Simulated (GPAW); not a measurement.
The O K edge of atom 5 in LiTi2O4 (Fd-3m), with 3 Ti at 1.98 Å and 1 Li at 2.03 Å (distorted tetrahedral, site symmetry 3m), was computed in 2 ways: excited-electron core hole (neutral cell) and half core hole. Program and functional: GPAW, LDA, Gaussian full width 0.9 eV up to 4 eV, rising linearly to 3.5 eV at 25 eV; cells of 14 atoms.

Each run is counted from its own lowest empty level or Fermi level and scaled to a mean of 1 over its first 20 eV.

```csv
E (eV),run 1,run 2
-2.0,0.00,0.00
-1.4,0.00,0.00
-0.8,0.03,0.01
-0.2,0.52,0.27
0.4,1.59,1.35
1.0,1.39,1.90
1.6,0.48,0.89
2.2,0.25,0.13
2.8,1.56,0.70
3.4,2.60,2.65
4.0,0.88,1.97
4.6,0.49,0.32
5.2,1.06,0.35
5.8,1.58,0.81
6.4,0.98,1.42
7.0,0.32,1.17
7.6,0.40,0.44
8.2,0.77,0.35
8.8,1.07,0.63
9.4,1.36,0.91
10.0,1.62,1.17
10.6,1.55,1.43
11.2,1.29,1.47
11.8,1.08,1.34
12.4,0.94,1.20
13.0,0.86,1.05
13.6,0.88,0.93
14.2,0.98,0.90
14.8,1.04,0.95
15.4,1.00,1.00
16.0,0.90,0.98
16.6,0.80,0.91
17.2,0.75,0.84
17.8,0.74,0.79
18.4,0.71,0.77
19.0,0.64,0.73
19.6,0.53,0.65
20.2,0.43,0.54
20.8,0.38,0.44
21.4,0.40,0.38
22.0,0.46,0.37
22.6,0.54,0.40
23.2,0.62,0.46
23.8,0.69,0.52
24.4,0.73,0.57
25.0,0.76,0.61
25.6,0.78,0.64
26.2,0.78,0.67
26.8,0.79,0.68
27.4,0.78,0.68
28.0,0.78,0.68
28.6,0.79,0.68
29.2,0.81,0.69
29.8,0.84,0.71
30.4,0.88,0.74
31.0,0.92,0.78
31.6,0.98,0.82
```

Which run is which?

Run 1: excited-electron core hole (neutral cell) (area from −2 to 6 eV 7.3, main maxima 0.6 eV (1.67), 3.3 eV (2.67), 5.8 eV (1.58) and 10.2 eV (1.63)). Run 2: half core hole (area from −2 to 6 eV 6.7, main maxima 0.9 eV (1.94), 3.6 eV (2.93), 6.6 eV (1.47) and 11.0 eV (1.49)). 

[Banner, clock and machine lines of the logs are left out without a mark of their own.]

[Logs are printed without paths, hosts, clocks, repeated set-up lines and the standing remarks that a program may print on its own settings, such as how far it seeks lower states.]

[Hosts, paths, dates, database ids (printed as entryN), source tags and the programs' standing remarks are cut or masked in the printed files.]

[Lists of maxima count a maximum above −3 eV only where it reaches 4 % of the highest in the window and stands out from its surroundings by 2 % of it (1.5 % where it reaches 55 %); shoulders and weaker maxima are passed over, and of the rest the first, up to two pre-edge ones and the few strongest are named.]
